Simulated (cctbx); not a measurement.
# What is wrong with this refinement?

Cell a = 6.9640 Å, b = 9.5490 Å, c = 6.4460 Å, α = 90.00°, β = 90.00°, γ = 90.00°; space group Pnma (no. 62).

Simulated single-crystal data (cctbx): Mo Kα, λ = 0.71073 Å, to d = 0.6 Å, 80 % of the full sphere, strongest reflection 5000 counts, noise from counting, a 3 % proportional error and a noise floor of 2 counts (s.d.); no absorption.

An anisotropic refinement with weights 1/σ² prints:

```text
Rint 0.061, 1088 unique reflections to 0.60 A
cycle     R1     wR2    GooF  max shift (A)
   1  0.0290  0.0631   1.159   0.00044
   2  0.0290  0.0630   1.157   0.00000
final R1 0.0290 wR2 0.0630 GooF 1.157  parameters 15  data/parameter 72.5
atom        x        y        z      Ueq    occ   su(xyz)  su(Uiso or U11)
Sm1    0.82641  0.93361  0.82673   0.0193  1.000  0.00005  0.0001
Nd1    0.55406  0.25000  0.84443   0.0182  1.000  0.00007  0.0002
difference map: max 8.10 min -1.96 rms 0.51
Q1    0.1048  0.7500  0.9527    4    8.17  2.71 A from Nd1
Q2    0.0999  0.7500  0.7766    4    2.14  2.45 A from Sm1
Q3    0.0217  0.2500  0.3099    4    1.90  2.23 A from Sm1
Q4    0.1902  0.7148  0.0220    8    1.76  2.01 A from Nd1
Q5    0.0345  0.7500  0.5750    4    1.75  1.61 A from Nd1
Q6    0.2225  0.6723  0.1551    8    1.73  1.72 A from Nd1
```

**Question.** Can this result stand? If not, what is the likely fault?

Mend it. The fault: an atom left out, Be at (0.1080, 3/4, 0.9568). Against the right model at the same level, R1 goes from 0.0238 to 0.0290 and GooF from 0.93 to 1.16 and the top difference peak, 8.2 e/Å³, lies 2.71 Å from Nd1. Q1 is the missing atom. With scattering power missing, scale and phases suffer, so peaks may also grow on the heavy atoms.

The compound is NdSm2Be. The right model at the same level gives:

```text
Rint 0.061, 1088 unique reflections to 0.60 A
cycle     R1     wR2    GooF  max shift (A)
   1  0.0239  0.0506   0.931   0.00047
   2  0.0238  0.0504   0.928   0.00008
final R1 0.0238 wR2 0.0504 GooF 0.928  parameters 21  data/parameter 51.8
atom        x        y        z      Ueq    occ   su(xyz)  su(Uiso or U11)
Sm1    0.82640  0.93361  0.82671   0.0193  1.000  0.00004  0.0001
Nd1    0.55403  0.25000  0.84448   0.0182  1.000  0.00006  0.0001
Be1    0.10842  0.75000  0.95675   0.0376  1.000  0.00227  0.0061
difference map: max 1.88 min -2.19 rms 0.44
Q1    0.0242  0.2500  0.3088    4    1.91  1.94 A from Be1
Q2    0.1018  0.7500  0.7724    4    1.86  1.19 A from Be1
Q3    0.2216  0.6734  0.1568    8    1.62  1.68 A from Be1
Q4    0.0372  0.7500  0.5782    4    1.62  1.64 A from Nd1
Q5    0.0899  0.9998  0.9438    8    1.60  1.71 A from Sm1
Q6    0.0876  0.5853  0.0828    8    1.54  1.67 A from Sm1
```

This is a model crystal, built by substitution and not relaxed, with assumed displacement parameters.

[Middle refinement cycles are left out of these outputs.]

[Logs are printed without paths, hosts, clocks, repeated set-up lines and the standing remarks that a program may print on its own settings, such as how far it seeks lower states.]
